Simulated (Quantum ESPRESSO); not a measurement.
# Collinear magnetic orders of MnNbP with Quantum ESPRESSO, part 2 of 2

Wanted: the moments of MnNbP and the energy of each order that was tried.

Quantum ESPRESSO 7.5; PBEsol; plane waves with GBRV 1.5 PBEsol potentials, no spin-orbit coupling.

So far, absolute magnetization (μB): step 2 (run 1 (ferro ++++)) 5.81.

**3. Run 2, typed as antiferro +−−+**

Contents of pw.in:

```
&CONTROL
  calculation = 'scf'
  prefix = 'pwscf'
  outdir = './tmp'
  pseudo_dir = './pseudo'
  disk_io = 'nowf'
/
&SYSTEM
  ibrav = 0
  celldm(1) = 8
  nat = 12
  ntyp = 4
  ecutwfc = 40
  ecutrho = 280
  nbnd = 83
  occupations = 'smearing'
  smearing = 'fd'
  degauss = 0.00734986
  nspin = 2
  starting_magnetization(1) = 0.2333
  starting_magnetization(2) = -0.2333
  starting_magnetization(3) = 0
  starting_magnetization(4) = 0
/
&ELECTRONS
  conv_thr = 2.4d-08
  electron_maxstep = 150
  mixing_beta = 0.3
/
ATOMIC_SPECIES
Mn1    54.9380 mn_pbesol_v1.5.uspp.F.UPF
Mn2    54.9380 mn_pbesol_v1.5.uspp.F.UPF
Nb     92.9064 nb_pbesol_v1.uspp.F.UPF
P      30.9738 p_pbesol_v1.5.uspp.F.UPF
CELL_PARAMETERS alat
   1.4603567275342    0.0000000000000    0.0000000000000
   0.0000000000000    0.8402903428914    0.0000000000000
   0.0000000000000    0.0000000000000    1.7051707469795
ATOMIC_POSITIONS crystal
Mn1     0.8581483400    0.7500000000    0.4415280000
Mn2     0.1418516600    0.2500000000    0.5584720000
Mn2     0.3581483400    0.7500000000    0.0584720000
Mn1     0.6418516600    0.2500000000    0.9415280000
Nb      0.5344228000    0.2500000000    0.3313595600
Nb      0.4655772000    0.7500000000    0.6686404400
Nb      0.0344228000    0.2500000000    0.1686404400
Nb      0.9655772000    0.7500000000    0.8313595600
P       0.2690831900    0.2500000000    0.8653017900
P       0.7309168100    0.7500000000    0.1346982100
P       0.7690831900    0.2500000000    0.6346982100
P       0.2309168100    0.7500000000    0.3653017900
K_POINTS automatic
4 8 4 0 0 0
```

Command:

```console
OMP_NUM_THREADS=1 mpirun -n 4 pw.x -nk 4 -in pw.in > pw.out
```

What it wrote:

```text
[banner, memory and clock lines left out]
Program PWSCF v.7.5 starts

     Message from routine setup:
     using ibrav=0 with symmetry is DISCOURAGED, use correct ibrav instead

     bravais-lattice index     =            0
     lattice parameter (alat)  =       8.0000  a.u.
     unit-cell volume          =    1071.3371 (a.u.)^3
     number of atoms/cell      =           12
     number of atomic types    =            4
     number of electrons       =       132.00
     number of Kohn-Sham states=           83
     kinetic-energy cutoff     =      40.0000  Ry
     charge density cutoff     =     280.0000  Ry
     scf convergence threshold =      2.4E-08
     mixing beta               =       0.3000
     number of iterations used =            8  plain     mixing
     Exchange-correlation= SLA  PW   PSX  PSC
                           (   1   4  10   8   0   0   0)

     celldm(1)=   8.000000  celldm(2)=   0.000000  celldm(3)=   0.000000
     celldm(4)=   0.000000  celldm(5)=   0.000000  celldm(6)=   0.000000

     crystal axes: (cart. coord. in units of alat)
               a(1) = (   1.460357   0.000000   0.000000 )
               a(2) = (   0.000000   0.840290   0.000000 )
               a(3) = (   0.000000   0.000000   1.705171 )

     reciprocal axes: (cart. coord. in units 2 pi/alat)
               b(1) = (  0.684764  0.000000  0.000000 )
               b(2) = (  0.000000  1.190065  0.000000 )
               b(3) = (  0.000000  0.000000  0.586452 )

     PseudoPot. # 1 for Mn read from file:
     mn_pbesol_v1.5.uspp.F.UPF
     Pseudo is Ultrasoft + core correction, Zval = 15.0

     PseudoPot. # 2 for Mn read from file:
     mn_pbesol_v1.5.uspp.F.UPF
     Pseudo is Ultrasoft + core correction, Zval = 15.0

     PseudoPot. # 3 for Nb read from file:
     nb_pbesol_v1.uspp.F.UPF
     Pseudo is Ultrasoft + core correction, Zval = 13.0

     PseudoPot. # 4 for P  read from file:
     p_pbesol_v1.5.uspp.F.UPF
     Pseudo is Ultrasoft + core correction, Zval =  5.0

     atomic species   valence    mass     pseudopotential
     Mn1              15.00    54.93800     Mn( 1.00)
     Mn2              15.00    54.93800     Mn( 1.00)
     Nb               13.00    92.90640     Nb( 1.00)
     P                 5.00    30.97380     P ( 1.00)

     Starting magnetic structure
     atomic species   magnetization
     Mn1             0.233
     Mn2            -0.233
     Nb              0.000
     P               0.000

      4 Sym. Ops. (no inversion) found ( 3 have fractional translation)

   Cartesian axes

     site n.     atom                  positions (alat units)
         1        Mn1    tau(   1) = (   1.2532027   0.6302178   0.7528806  )
         2        Mn2    tau(   2) = (   0.2071540   0.2100726   0.9522901  )
         3        Mn2    tau(   3) = (   0.5230243   0.6302178   0.0997047  )
         4        Mn1    tau(   4) = (   0.9373324   0.2100726   1.6054660  )
         5        Nb     tau(   5) = (   0.7804479   0.2100726   0.5650246  )
         6        Nb     tau(   6) = (   0.6799088   0.6302178   1.1401461  )
         7        Nb     tau(   7) = (   0.0502696   0.2100726   0.2875607  )
         8        Nb     tau(   8) = (   1.4100872   0.6302178   1.4176100  )
         9        P      tau(   9) = (   0.3929574   0.2100726   1.4754873  )
        10        P      tau(  10) = (   1.0673993   0.6302178   0.2296834  )
        11        P      tau(  11) = (   1.1231358   0.2100726   1.0822688  )
        12        P      tau(  12) = (   0.3372209   0.6302178   0.6229019  )

     number of k points=    45  Fermi-Dirac smearing, width (Ry)=  0.0073
                       cart. coord. in units 2pi/alat
        k(    1) = (   0.0000000   0.0000000   0.0000000), wk =   0.0078125
        k(    2) = (   0.0000000   0.0000000   0.1466129), wk =   0.0156250
        k(    3) = (   0.0000000   0.0000000  -0.2932258), wk =   0.0078125
        k(    4) = (   0.0000000   0.1487581   0.0000000), wk =   0.0156250
        k(    5) = (   0.0000000   0.1487581   0.1466129), wk =   0.0312500
        [... 40 further k-points ...]

     Dense  grid:    84733 G-vectors     FFT dimensions: (  64,  36,  80)

     Smooth grid:    36639 G-vectors     FFT dimensions: (  48,  30,  60)

     Check: negative core charge=   -0.000031
     Generating pointlists ...
     new r_m :   0.2267 (alat units)  1.8133 (a.u.) for type    1
     new r_m :   0.2267 (alat units)  1.8133 (a.u.) for type    2
     new r_m :   0.2514 (alat units)  2.0109 (a.u.) for type    3
     new r_m :   0.2267 (alat units)  1.8133 (a.u.) for type    4

     Initial potential from superposition of free atoms

     starting charge     129.9891, renormalised to     132.0000
     Starting wfcs are  120 randomized atomic wfcs

     Self-consistent Calculation

     iteration #  1     ecut=    40.00 Ry     beta= 0.30
     Davidson diagonalization with overlap
     ethr =  1.00E-02,  avg # of iterations =  2.0

     total energy              =   -1378.31524085 Ry
     estimated scf accuracy    <       3.07940803 Ry

     total magnetization       =    -0.00 Bohr mag/cell
     absolute magnetization    =     9.45 Bohr mag/cell

     iteration #  2     ecut=    40.00 Ry     beta= 0.30
     Davidson diagonalization with overlap
     ethr =  2.33E-03,  avg # of iterations =  2.1

     total energy              =   -1378.30354114 Ry
     estimated scf accuracy    <       2.08884282 Ry

     total magnetization       =     0.00 Bohr mag/cell
     absolute magnetization    =     9.86 Bohr mag/cell

     [... further iterations left out ...]

     iteration # 19     ecut=    40.00 Ry     beta= 0.30
     Davidson diagonalization with overlap
     ethr =  7.21E-11,  avg # of iterations =  3.4

     total energy              =   -1378.74778063 Ry
     estimated scf accuracy    <       0.00000003 Ry

     total magnetization       =    -0.00 Bohr mag/cell
     absolute magnetization    =     6.37 Bohr mag/cell

     iteration # 20     ecut=    40.00 Ry     beta= 0.30
     Davidson diagonalization with overlap
     ethr =  2.16E-11,  avg # of iterations =  5.1

     Magnetic moment per site  (integrated on atomic sphere of radius R)
     atom   1 (R=0.227)  charge= 13.0556  magn=  1.3269
     atom   2 (R=0.227)  charge= 13.0556  magn= -1.3293
     atom   3 (R=0.227)  charge= 13.0556  magn= -1.3293
     atom   4 (R=0.227)  charge= 13.0556  magn=  1.3269
     atom   5 (R=0.251)  charge= 10.1318  magn= -0.0087
     atom   6 (R=0.251)  charge= 10.1318  magn=  0.0088
     atom   7 (R=0.251)  charge= 10.1318  magn=  0.0088
     atom   8 (R=0.251)  charge= 10.1318  magn= -0.0087
     atom   9 (R=0.227)  charge=  2.9022  magn=  0.0076
     atom  10 (R=0.227)  charge=  2.9022  magn= -0.0076
     atom  11 (R=0.227)  charge=  2.9022  magn= -0.0076
     atom  12 (R=0.227)  charge=  2.9022  magn=  0.0076

     End of self-consistent calculation

     [... lines left out ...]
     the Fermi energy is    18.2334 ev

!    total energy              =   -1378.74778067 Ry
     estimated scf accuracy    <          9.3E-09 Ry
     smearing contrib. (-TS)   =      -0.02496826 Ry
     internal energy E=F+TS    =   -1378.72281240 Ry

     The total energy is F=E-TS. E is the sum of the following terms:
     one-electron contribution =    -478.71332400 Ry
     hartree contribution      =     317.35929231 Ry
     xc contribution           =    -203.18100998 Ry
     ewald contribution        =   -1014.18777073 Ry

     total magnetization       =    -0.00 Bohr mag/cell
     absolute magnetization    =     6.37 Bohr mag/cell

     convergence has been achieved in  20 iterations
```

Elapsed: 5.4 min, on 4 MPI ranks of Intel Xeon Platinum 8559C (Emerald Rapids), shared host; peak memory 1.3 GiB; 21 min of CPU time.

Spin moment in the atom's sphere by atom:

| atom | spin moment in the atom's sphere (μB) |
| --- | --- |
| Mn1 | 1.33 |
| Mn2 | -1.33 |
| Mn3 | -1.33 |
| Mn4 | 1.33 |
| Nb5 | -0.01 |
| Nb6 | 0.01 |
| Nb7 | 0.01 |
| Nb8 | -0.01 |
| P9 | 0.01 |
| P10 | -0.01 |
| P11 | -0.01 |
| P12 | 0.01 |

Read from the output:

```yaml
smearing_term_ts: 0.3397 eV
magnetization: 0 μB
absolute_magnetization: 6.37 μB
final_state: antiferromagnetic
```

**4. Start 3: antiferro +−+−**

pw.in: that of step 3 with these lines changed.

```diff
@@ -41,4 +41,4 @@
 Mn2     0.1418516600    0.2500000000    0.5584720000
-Mn2     0.3581483400    0.7500000000    0.0584720000
-Mn1     0.6418516600    0.2500000000    0.9415280000
+Mn1     0.3581483400    0.7500000000    0.0584720000
+Mn2     0.6418516600    0.2500000000    0.9415280000
 Nb      0.5344228000    0.2500000000    0.3313595600
```

What it wrote:

```text
     [... lines left out ...]
Program PWSCF v.7.5 starts
     [... lines left out ...]
     number of atoms/cell      =           12
     [... lines left out ...]
     number of electrons       =       132.00
     number of Kohn-Sham states=           83
     kinetic-energy cutoff     =      40.0000  Ry
     charge density cutoff     =     280.0000  Ry
     scf convergence threshold =      2.4E-08
     [... lines left out ...]
      4 Sym. Ops. (no inversion) found ( 3 have fractional translation)
     [... lines left out ...]
     number of k points=    45  Fermi-Dirac smearing, width (Ry)=  0.0073
     [... lines left out ...]
     iteration # 21     ecut=    40.00 Ry     beta= 0.30
     [... lines left out ...]
     Magnetic moment per site  (integrated on atomic sphere of radius R)
     atom   1 (R=0.227)  charge= 13.0571  magn=  1.0203
     atom   2 (R=0.227)  charge= 13.0569  magn= -1.0255
     atom   3 (R=0.227)  charge= 13.0571  magn=  1.0203
     atom   4 (R=0.227)  charge= 13.0569  magn= -1.0255
     atom   5 (R=0.251)  charge= 10.1286  magn=  0.0071
     atom   6 (R=0.251)  charge= 10.1286  magn= -0.0070
     atom   7 (R=0.251)  charge= 10.1286  magn=  0.0071
     atom   8 (R=0.251)  charge= 10.1286  magn= -0.0070
     atom   9 (R=0.227)  charge=  2.9009  magn=  0.0027
     atom  10 (R=0.227)  charge=  2.9009  magn= -0.0026
     atom  11 (R=0.227)  charge=  2.9009  magn=  0.0027
     atom  12 (R=0.227)  charge=  2.9009  magn= -0.0026
     [... lines left out ...]
     the Fermi energy is    18.1790 ev
!    total energy              =   -1378.73980392 Ry
     estimated scf accuracy    <       0.00000001 Ry
     smearing contrib. (-TS)   =      -0.02907540 Ry
     [... lines left out ...]
     total magnetization       =    -0.01 Bohr mag/cell
     absolute magnetization    =     4.87 Bohr mag/cell
     convergence has been achieved in  21 iterations
```

Elapsed: 5.2 min, on 4 MPI ranks; peak memory 1.3 GiB; 21 min of CPU time.

Spin moment in the atom's sphere by atom:

| atom | spin moment in the atom's sphere (μB) |
| --- | --- |
| Mn1 | 1.02 |
| Mn2 | -1.03 |
| Mn3 | 1.02 |
| Mn4 | -1.03 |
| Nb5 | 0.01 |
| Nb6 | -0.01 |
| Nb7 | 0.01 |
| Nb8 | -0.01 |
| P9 | 0.00 |
| P10 | 0.00 |
| P11 | 0.00 |
| P12 | 0.00 |

This step gave:

| Item | Value |
| --- | --- |
| smearing term TS | 0.3956 eV |
| magnetization | -0.011 μB |
| absolute magnetization | 4.868 μB |
| final state | antiferromagnetic |

**5. The states side by side**

An order is kept where moments of 0.15 μB or more survive with the typed signs; meshes match where a doubled cell samples the same k points as the first cell.

Orders:

| start | final state | typed order kept | energy over the lowest (meV a seeded atom) | largest site moment (μB) | net moment (μB a cell of the first run) | mesh matched | CPU time (s) |
| --- | --- | --- | --- | --- | --- | --- | --- |
| ferro ++++ | ferromagnetic | yes | 0 | 1.201 | 4.656 | yes | 1088 |
| antiferro +--+ | antiferromagnetic | yes | 21.08 | 1.329 | 0.004497 | yes | 1288 |
| antiferro +-+- | antiferromagnetic | yes | 48.21 | 1.026 | 0.01054 | yes | 1236 |

**6. Outcome**

```json
{
 "lowest state found": "ferromagnetic (from ferro ++++)",
 "largest site moment": "1.20 μB",
 "next state with moments": "antiferromagnetic, 21.1 meV a seeded atom higher"
}
```

What this shows: The smearing terms TS of the orders run from 81 to 99 meV a seeded atom, so the differences would change at a smaller width: an order with a larger TS is lowered more by the smearing. This is the lowest of 3 collinear or spinless starts, no proof of the ground state. A computed site moment is spin alone and hangs on the region that is counted: the program's spheres do not touch and miss the tail of the moment. Measured moments hold any orbital part as well, and belong to the order of the sample, which need not be the order of this run. Energies are free energies at an electronic temperature of 1160 K, which lowers moments and differences where the moments are itinerant.

Computed beside measured:

```
        quantity  measured  in the sphere
moment (Mn) (μB)       1.2  1.20 (+0.1 %)
```

Measured values from arxiv:2305.02028 (2023).

Verdict: The moment is off by +0.1 %. No cell relaxation is part of this session.

[Logs and program files are shortened in this print: banners, set-up blocks, solver, clock and traceback lines can be left out without a mark of their own.]

[Logs are printed without paths, hosts, clocks, repeated set-up lines and the standing remarks that a program may print on its own settings, such as how far it seeks lower states.]

[Hosts, paths, dates, database ids (printed as entryN), source tags and the programs' standing remarks are cut or masked in the printed files.]

[Where a cell is said to come from a database of computed structures, the database is the Materials Project.]
